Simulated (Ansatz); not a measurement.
## H2O on Al(111), ontop start, 2x2 cell: photoemission fingerprints

What would XPS and UPS show for H2O on Al(111), ontop start, 2x2 cell?

Program: Ansatz 0.2.0. Level of theory: DFT, LDA, plane-wave PAW, default files, scalar-relativistic, in the first sound run; inputs show where later runs differ. Results are calculated unless marked as measured.

**1. Starting point**

The cell holds 4 atoms: 4 Al. Cell: a = 2.857 Å, b = 2.857 Å, c = 21.997 Å, α = 90.0°, β = 90.0°, γ = 60.0°. It derives from Al. Vacuum lies along c.

**2. The clean face**

The clean face is the reference for what the added atoms change.

The input, input.yaml:

```yaml
crystal:
  lattice:
    - [2.856711396, 0.0, 0.0]
    - [1.428355698, 2.4739846402, 0.0]
    - [0.0, 0.0, 21.9974852626]
  atoms:
    - { symbol: Al, position: [0.0, 0.0, 0.659051937] }
    - { symbol: Al, position: [0.666666667, 0.666666667, 0.553017312] }
    - { symbol: Al, position: [0.333333333, 0.333333333, 0.446982688] }
    - { symbol: Al, position: [0.0, 0.0, 0.340948063] }
kpoints:
  mp_grid: { grid: [18, 18, 1] }
scf:
  occupations: { method: fermi_dirac, width: 0.05 }
  n_extra_bands: 12
hamiltonian:
  xc: lda
  pseudopotentials: { kind: paw }
output:
  forces: true
  write_potential: true
  volumetric_format: []
  dos:
    projected: true
    de: 0.05
    e_range: [-30, 12]
    method: { smearing: { sigma: 0.1, scheme: gaussian } }
efield:
  axis: 3
  dipole_correction: true
relax:
  f_tol: 0.03
  max_steps: 50
  constraints: [{ sites: [2, 3] }]
```

Command:

```console
ansatz run input.yaml --threads 4 --pin off --max-ram 8192MiB --backend cpu --events-out ev --progress --plain --runs-dir out
```

Numbers of over 12 decimals in the logs are rounded to 6 here.

What it wrote:

```text
scf.n_extra_bands = 12 over 6 filled bands (N_el = 12.0): the run solves 18 bands
Engine: ansatz 0.2.0, x86_64-unknown-linux-gnu
Pseudopotentials: kind: paw
Pseudopotential: Al, paw, valence charge 3, recommended cutoff 420 eV (normal), Al.paw.azcp
Functional definition: SPW92
  exchange = slater_x
  correlation = pw_c
Crystal: 4 atoms, lattice volume = 155.466 Å³
Basis set: ecut = 420 eV, 3061 PW (Γ)
Bands: 18, of which v1, the nominal top of the filled ones, is band 6 counted from 1 (5 counted from 0)
Symmetry: 6 space group operations
k-points: 37 of 324 (time reversal used)
Non-local potential: Al, projectors of the file, l = 0: 2, l = 1: 2, l = 2: 1
PAW form: soft (Blöchl's): semilocal exchange-correlation on the pseudo side does not see the compensation charge
PAW frozen core: Al, regenerated for the run's functional, and the local potential with it (the file was generated under x = pbe(κ = 0.804, μ = 0.219515), c = pbe(β = 0.066725))
PAW one-centre angular grid: Al, 110 points (default); XC on 64 Gauss nodes
Initial density: superposition of atomic densities (neutral atoms: chi_scale 0, normalization atom), corrected by the library's trained network
Initial wavefunctions: pseudopotential atomic-orbital guess
Functional: x = slater, c = lda
SCF iter   1: F=—  HF=-2050.594813 eV  |F-HF|=—  |Δ(HF+E_count)|=         —  Δρ=2.66e-3  dr2=6.69e-2  ethr=1.77e-3  p=0.000 e·Å  D=3.01e-14 V/Å  ΔV_dip=-0.00 eV  dr2_dipole=2.08e-7  V_vac-E_F(+/−)=4.19/4.19 eV  ⟨swp⟩=8.9  Hψ=5526  notcnv=0  defer=63
efield: sawtooth ramp at fractional position 0.9500 (placed from the atoms, in the widest stretch of the axis that holds none; the zero of the levels goes with the place), width 0.1000; the density the first Hamiltonian is built on has a dipole p = 0.000 e·Å; the dipole correction subtracts the counter field D = 3.01e-14 V/Å, which shifts the + side's vacuum level by -0.00 eV against the − side's; the planar-averaged density in the ramp window peaks in size at 1.0e-4 e/Å³
preconditioner: auto → LDOS  [metal: Δε(μ)=0.006 eV  Ē_g=9.205 eV  σ=0.050 eV  W_gap=0.03  n_scr=12 (ndim 8)  ℏωp=10.3 eV  f_vac=0.460  D(μ)=2.48/eV (n_scr^D=10)  β→1.0]
SCF iter   2: F=—  HF=-2050.588102 eV  |F-HF|=—  |Δ(HF+E_count)|=   6.71e-3  Δρ=7.14e-4  dr2=2.45e-3  ethr=5.57e-4  p=-0.000 e·Å  D=-6.64e-6 V/Å  ΔV_dip=0.00 eV  dr2_dipole=1.27e-7  V_vac-E_F(+/−)=4.24/4.24 eV  ⟨swp⟩=1.8  Hψ=1089  notcnv=0  defer=147
SCF iter   3: F=—  HF=-2050.588187 eV  |F-HF|=—  |Δ(HF+E_count)|=   8.47e-5  Δρ=3.14e-4  dr2=9.55e-4  ethr=2.04e-5  p=-0.000 e·Å  D=-2.36e-6 V/Å  ΔV_dip=0.00 eV  dr2_dipole=1.54e-9  V_vac-E_F(+/−)=4.23/4.23 eV  ⟨swp⟩=2.5  Hψ=796  notcnv=0  defer=163
SCF iter   4: F=—  HF=-2050.588089 eV  |F-HF|=—  |Δ(HF+E_count)|=   9.82e-5  Δρ=6.99e-5  dr2=3.30e-5  ethr=7.96e-6  p=-0.000 e·Å  D=-1.54e-6 V/Å  ΔV_dip=0.00 eV  dr2_dipole=6.60e-10  V_vac-E_F(+/−)=4.23/4.23 eV  ⟨swp⟩=2.1  Hψ=711  notcnv=0  defer=163
iter 5 did not close the SCF: its close was put off for the readings that it lacked (scf_convergence_deferred on its scf_iter line)
SCF iter   5: F=-2050.588086 eV  HF=-2050.588085 eV  |F-HF|=3.42e-7  |Δ(HF+E_count)|=   3.49e-6  Δρ=1.46e-5  dr2=4.63e-7  ethr=2.75e-7  p=-0.000 e·Å  D=-6.28e-7 V/Å  ΔV_dip=0.00 eV  dr2_dipole=5.12e-11  V_vac-E_F(+/−)=4.22/4.22 eV  ⟨swp⟩=2.4  Hψ=825  notcnv=0  defer=162
SCF iter   6: F=-2050.588086 eV  HF=-2050.588086 eV  |F-HF|=1.68e-8  |Δ(HF+E_count)|=   3.95e-7  Δρ=3.69e-6  dr2=7.64e-8  ethr=3.86e-9  p=-0.000 e·Å  D=-2.81e-7 V/Å  ΔV_dip=0.00 eV  dr2_dipole=6.34e-12  V_vac-E_F(+/−)=4.22/4.22 eV  ⟨swp⟩=13.5  Hψ=4924  notcnv=0
SCF 1 converged in 6 iterations: F = -2050.588086 eV  dr2 = 7.64e-8
  greatest PAW one-centre occupation: 0.476 electrons in one spin orbital (limit 2), on the Al atom at site 3 (counted from 0), in its partial waves of l = 0
relax step   1: F+E_penalty+E_count = -2050.58808570 eV  Δ(F+E_penalty+E_count) = +0.000e0 eV  max|allowed force component| = 1.197e-1 eV/Å  Δτ_max = 0.0000 Å  (6 SCF iters, dr2 threshold 2.25e-5 eV, accepted)
Initial density: handed on by an earlier stage of this run
Initial wavefunctions: those handed on with the density
iter 1 solved again at ethr=1.18e-3 eV; its pass at ethr=3.10e-3 eV (dr2=1.42e-1 eV) is discarded
SCF iter   1: F=—  HF=-2050.618861 eV  |F-HF|=—  |Δ(HF+E_count)|=         —  Δρ=3.02e-3  dr2=1.48e-1  ethr=1.18e-3  p=-0.000 e·Å  D=-2.81e-7 V/Å  ΔV_dip=0.00 eV  dr2_dipole=1.08e-2  V_vac-E_F(+/−)=4.24/4.24 eV  ⟨swp⟩=1.1  Hψ=3925  notcnv=0  defer=149
efield: sawtooth ramp at fractional position 0.9500 (handed on by an earlier solve), width 0.1000; the density the first Hamiltonian is built on has a dipole p = -0.000 e·Å; the dipole correction subtracts the counter field D = -2.81e-7 V/Å, which shifts the + side's vacuum level by +0.00 eV against the − side's; the planar-averaged density in the ramp window peaks in size at 2.9e-6 e/Å³
preconditioner: auto → LDOS  [metal: Δε(μ)=0.033 eV  Ē_g=9.281 eV  σ=0.050 eV  W_gap=0.16  n_scr=12 (ndim 8)  ℏωp=10.3 eV  f_vac=0.466  D(μ)=2.35/eV (n_scr^D=10)  β→1.0]
SCF iter   2: F=—  HF=-2050.605123 eV  |F-HF|=—  |Δ(HF+E_count)|=   1.37e-2  Δρ=1.23e-3  dr2=6.10e-3  ethr=1.18e-3  p=0.001 e·Å  D=6.21e-4 V/Å  ΔV_dip=-0.01 eV  dr2_dipole=8.65e-4  V_vac-E_F(+/−)=4.17/4.18 eV  ⟨swp⟩=1.7  Hψ=585  notcnv=0  defer=149
SCF iter   3: F=—  HF=-2050.604357 eV  |F-HF|=—  |Δ(HF+E_count)|=   7.66e-4  Δρ=4.59e-4  dr2=2.54e-3  ethr=5.08e-5  p=-0.000 e·Å  D=-5.80e-4 V/Å  ΔV_dip=0.01 eV  dr2_dipole=9.64e-5  V_vac-E_F(+/−)=4.18/4.16 eV  ⟨swp⟩=2.4  Hψ=869  notcnv=0  defer=161
SCF iter   4: F=—  HF=-2050.604117 eV  |F-HF|=—  |Δ(HF+E_count)|=   2.41e-4  Δρ=8.12e-5  dr2=2.99e-5  ethr=2.12e-5  p=-0.000 e·Å  D=-4.86e-4 V/Å  ΔV_dip=0.01 eV  dr2_dipole=1.82e-8  V_vac-E_F(+/−)=4.17/4.16 eV  ⟨swp⟩=1.5  Hψ=561  notcnv=0  defer=161
SCF iter   5: F=—  HF=-2050.604118 eV  |F-HF|=—  |Δ(HF+E_count)|=   1.79e-6  Δρ=2.30e-5  dr2=9.92e-7  ethr=2.49e-7  p=-0.000 e·Å  D=-5.55e-4 V/Å  ΔV_dip=0.01 eV  dr2_dipole=1.69e-7  V_vac-E_F(+/−)=4.17/4.16 eV  ⟨swp⟩=2.4  Hψ=956  notcnv=0  defer=168
SCF iter   6: F=-2050.604120 eV  HF=-2050.604120 eV  |F-HF|=4.66e-8  |Δ(HF+E_count)|=   1.57e-6  Δρ=5.18e-6  dr2=7.82e-8  ethr=8.33e-10  p=-0.001 e·Å  D=-6.39e-4 V/Å  ΔV_dip=0.01 eV  dr2_dipole=1.24e-9  V_vac-E_F(+/−)=4.17/4.15 eV  ⟨swp⟩=15.5  Hψ=4583  notcnv=0
SCF 2 converged in 6 iterations: F = -2050.604120 eV  dr2 = 7.82e-8
relax step   2: F+E_penalty+E_count = -2050.60412003 eV  Δ(F+E_penalty+E_count) = -1.603e-2 eV  max|allowed force component| = 4.626e-2 eV/Å  Δτ_max = 0.1567 Å  (6 SCF iters, accepted)
SCF iter   1: F=—  HF=-2050.604410 eV  |F-HF|=—  |Δ(HF+E_count)|=         —  Δρ=2.48e-4  dr2=1.31e-3  ethr=4.05e-5  p=-0.001 e·Å  D=-6.39e-4 V/Å  ΔV_dip=0.01 eV  dr2_dipole=2.94e-4  V_vac-E_F(+/−)=4.17/4.16 eV  ⟨swp⟩=2.0  Hψ=1745  notcnv=0  defer=164
efield: sawtooth ramp at fractional position 0.9500 (handed on by an earlier solve), width 0.1000; the density the first Hamiltonian is built on has a dipole p = -0.001 e·Å; the dipole correction subtracts the counter field D = -6.39e-4 V/Å, which shifts the + side's vacuum level by +0.01 eV against the − side's; the planar-averaged density in the ramp window peaks in size at 2.4e-6 e/Å³
preconditioner: auto → LDOS  [metal: Δε(μ)=0.006 eV  Ē_g=9.242 eV  σ=0.050 eV  W_gap=0.03  n_scr=12 (ndim 8)  ℏωp=10.3 eV  f_vac=0.466  D(μ)=2.33/eV (n_scr^D=10)  β→1.0]
SCF iter   2: F=—  HF=-2050.604315 eV  |F-HF|=—  |Δ(HF+E_count)|=   9.52e-5  Δρ=1.62e-4  dr2=1.64e-4  ethr=1.09e-5  p=-0.001 e·Å  D=-6.65e-4 V/Å  ΔV_dip=0.01 eV  dr2_dipole=3.01e-5  V_vac-E_F(+/−)=4.17/4.16 eV  ⟨swp⟩=1.4  Hψ=1002  notcnv=0  defer=164
SCF iter   3: F=—  HF=-2050.604295 eV  |F-HF|=—  |Δ(HF+E_count)|=   1.98e-5  Δρ=5.69e-5  dr2=4.19e-5  ethr=1.36e-6  p=-0.001 e·Å  D=-7.57e-4 V/Å  ΔV_dip=0.02 eV  dr2_dipole=5.99e-6  V_vac-E_F(+/−)=4.17/4.16 eV  ⟨swp⟩=2.8  Hψ=849  notcnv=0  defer=164
SCF iter   4: F=—  HF=-2050.604291 eV  |F-HF|=—  |Δ(HF+E_count)|=   3.94e-6  Δρ=1.91e-5  dr2=4.93e-6  ethr=3.49e-7  p=-0.001 e·Å  D=-7.76e-4 V/Å  ΔV_dip=0.02 eV  dr2_dipole=5.08e-7  V_vac-E_F(+/−)=4.17/4.16 eV  ⟨swp⟩=1.0  Hψ=503  notcnv=0  defer=164
SCF iter   5: F=-2050.604291 eV  HF=-2050.604291 eV  |F-HF|=3.84e-8  |Δ(HF+E_count)|=   5.42e-8  Δρ=2.39e-6  dr2=7.02e-8  ethr=8.33e-10  p=-0.001 e·Å  D=-7.75e-4 V/Å  ΔV_dip=0.02 eV  dr2_dipole=1.18e-8  V_vac-E_F(+/−)=4.17/4.16 eV  ⟨swp⟩=12.9  Hψ=4355  notcnv=0
SCF 3 converged in 5 iterations: F = -2050.604291 eV  dr2 = 7.02e-8
relax step   3: F+E_penalty+E_count = -2050.60429094 eV  Δ(F+E_penalty+E_count) = -1.709e-4 eV  max|allowed force component| = 1.027e-2 eV/Å  Δτ_max = 0.0104 Å  (5 SCF iters, accepted)
NSCF: frozen V_eff on 37 k-points
the band table was solved once a step of the walk had ended and its energy, with any forces and stress, was formed, with the checks that follow a solve (6064 applications of the Hamiltonian). They found nothing against the state; the energy, forces and stress were not computed again (output.eigenvalues in the input reference)
WARN: The output density's exchange-correlation potential varies sharply where the density is thin. Do not read a vacuum level from v_tot or v_xc, or from such a field of the output density. On a cell that repeats whose density bears no net charge and no dipole along the vacuum's axis use v_es (v_loc + v_h of the components); under efield.dipole_correction with no amplitude use v_es + v_field, which holds any externa [...]
SCF converged after 5 iterations
Free energy (F): -2050.604291 eV
Harris-Foulkes:  -2050.604291 eV  (|F-HF|=3.84e-8)
Internal energy: -2050.586118 eV  (E = F + TS)
E sigma→0 (E₀):  -2050.595204 eV
Entropy (-TS):   -0.018173 eV (-4.543 meV/atom)
Fermi energy:    0.932845 eV
Dipole field:    D = -0.000940 V/Å  (p = -0.000808 e·Å, saw-weighted, corrected)
Work function:   Φ+ = 4.1750 eV   Φ− = 4.1544 eV
Levels:          The Fermi level and band energies are counted from a zero that moves with the ramp; work functions are not
--- Per-component energies (eV) ---
  E_band       = -39.170377
  E_kinetic    = 88.885557
  E_local      = -2300.705599  (includes V_loc(G=0)·N_el)
  E_nonlocal   = 44.434162
  E_hartree    = 1129.481476
  E_xc         = -155.560736
  E_vxc        = -114.848543  (∫ρ·V_xc dr)
  E_paw        = -1772.948122  (= ΣΔE_a)
  E_vpaw       = -15.905320  (= ΣTr[D̂ρ^β])
  E_aug_tail   = -0.000016  (compensation charges beyond the density's cutoff)
  E_efield     = 0.000000  (sawtooth field / dipole correction)
  E_vefield    = -0.000704  (∫n·V_field dr)
  E_ewald      = 915.604293
  E_core_change = 0.222866  (= ΣΔE_core)
  E_smearing   = -0.018173  (= −TS)
  E_closure    = -0.000000  (closes the sum)
  Σ components = -2050.604291   (vs F -2050.604291, Δ=0.00e0)
--- Forces (eV/Å), atoms counted from 1 ---
  atom   1  Al    -0.00000000    -0.00000000     0.00535393
  atom   2  Al     0.00000000    -0.00000000    -0.01026704
  atom   3  Al    -0.00000000     0.00000000    -0.14070077
  atom   4  Al     0.00000000     0.00000000     0.14564893
  max |Σ_I F_I| component: 3.50e-5 eV/Å
--- Band table (eV; the first three rows and the last of 37) ---
  k-point 0: bands = [... 2 lower, -7.1764, -4.8192, -2.3674, 0.6022, 3.1088, 4.6304, 5.0786, 6.6067, ... 8 higher]
  k-point 1: bands = [... 2 lower, -7.1032, -4.7461, -2.2979, 0.6717, 3.1783, 4.7026, 5.1522, 6.6766, ... 8 higher]
  k-point 2: bands = [... 2 lower, -6.8836, -4.5269, -2.0896, 0.8788, 3.3842, 4.9166, 5.3716, 6.8728, ... 8 higher]
  k-point 36: bands = [... 2 lower, -2.1614, -1.1837, -1.1382, -1.0588, 0.2971, 0.3008, 1.2593, 2.8531, ... 8 higher]
--- Relaxed structure (3 steps of the walk, 3 accepted, 0 SCFs on fresh bases) ---
  F+E_penalty+E_count = -2050.60429094 eV   max|allowed force component| = 1.027e-2 eV/Å
  atoms:
    - { symbol: Al, position: [-5.973636647275451e-18, 0, 0.652064] }
    - { symbol: Al, position: [0.666667, 0.666667, 0.548642] }
    - { symbol: Al, position: [0.333333, 0.333333, 0.446983] }
    - { symbol: Al, position: [0.0, 0.0, 0.340948] }
```

The job ended after 6.4 s (4 threads of Intel Xeon at 2.80GHz (Skylake/Cascade Lake), shared host; peak memory 0.43 GiB).

Step by step:

| step | energy less that of the first step (eV) | largest force component (eV/Å) |
| --- | --- | --- |
| 1 | 0.0000 | 0.1197 |
| 2 | -0.0160 | 0.0463 |
| 3 | -0.0162 | 0.0103 |

The run keeps the 6 symmetry operations that it works with, so distortions that break them were not tested.

The atoms that moved most (Å):

| atom | dx | dy | dz | length |
| --- | --- | --- | --- | --- |
| Al1 | 0.000 | 0.000 | -0.154 | 0.154 |
| Al2 | 0.000 | 0.000 | -0.096 | 0.096 |

This step gave:

```
free energy                                    : -2050.6043 eV
energy at zero smearing                        : -2050.5952 eV
smearing term TS                               : 0.01817 eV
Fermi energy                                   : 0.9328 eV
symmetry operations                            : 6
zero of energy                                 : Fermi level
share of occupied states in no projected shell : 0.0154 of the occupied states in the window
DOS at the Fermi level                         : 2.269 states/eV/cell
work function, upper face                      : 4.173 eV
work function, lower face                      : 4.156 eV
```

The planar mean, electrostatic potential oscillates, so the rows of the table below give means over windows of 1 Å about each position, cut where the curve ends. Its maxima inside the range that stand out by 2 % of the span (Å: eV): 8.7: -0.349, 11.0: -0.914, 13.2: -0.672. Its minima: 7.5: -7.32, 9.8: -7.46, 12.0: -7.45, 14.4: -7.32.

From the Fermi level. The planar mean, electrostatic potential by z; means over each step:

z (Å), planar mean, electrostatic potential (eV) and a bar from the least value:
```
        0       4.16 ##############################
        1       4.16 ##############################
        2       4.16 ##############################
        3       4.15 ##############################
        4       4.14 ##############################
        5       4.02 ##############################
        6       2.55 ##########################
        7      -5.00 #####
        8      -5.20 #####
        9      -2.99 ###########
       10      -6.85 
       11      -2.54 ############
       12      -7.02 
       13      -2.68 ############
       14      -6.12 ##
       15      -3.76 #########
       16       3.07 ###########################
       17       4.08 ##############################
       18       4.17 ##############################
       19       4.17 ##############################
       20       4.17 ##############################
       21       4.17 ##############################
```

Recipe: projected DOS times atomic cross section and asymmetry factor (unpolarised light, 54.7° from the beam), occupied states only, Fermi edge at 20 K, a Lorentzian width of 0.2 eV growing by 0.03 eV per eV of binding energy, and a resolution of 0.3 eV. Each atom is damped by exp[−depth/(λ cos θ)], θ = 75° from the normal, λ from the universal curve. Curves are cut 10 eV under the photon energy, above any shell that the free atom's threshold puts out of reach, or at the lower edge of the window: 11.2 eV at 21.2 eV, 12.7 eV at 60 eV, 12.7 eV at 400 eV, 12.7 eV at 1486.7 eV and 12.7 eV at 9251.7 eV. Matrix elements of the solid and inelastic losses aren't modelled, nor non-dipole terms, which matter above 3 keV.

How the area divides among the shells (%):

| shell | 21.2 eV | 60 eV | 400 eV | 1486.7 eV | 9251.7 eV |
| --- | --- | --- | --- | --- | --- |
| Al 3s | 52.7 | 40.1 | 58.7 | 81.3 | 96.0 |
| Al 3p | 47.3 | 59.9 | 41.3 | 18.7 | 4.0 |

At the Fermi level the DOS is 2.27 states/eV a cell, and on the broadened curves Al 3p holds 58 % of the total there.

(Part 1 of 5 ends here.)

[Logs are printed without paths, hosts, clocks, repeated set-up lines and the standing remarks that a program may print on its own settings, such as how far it seeks lower states.]

[Hosts, paths, dates, database ids (printed as entryN), source tags and the programs' standing remarks are cut or masked in the printed files.]

[Maps of the electrostatic potential energy from Ansatz leave out the sawtooth potential of an applied field or a dipole correction, so their vacuum need not be flat; work functions include it.]
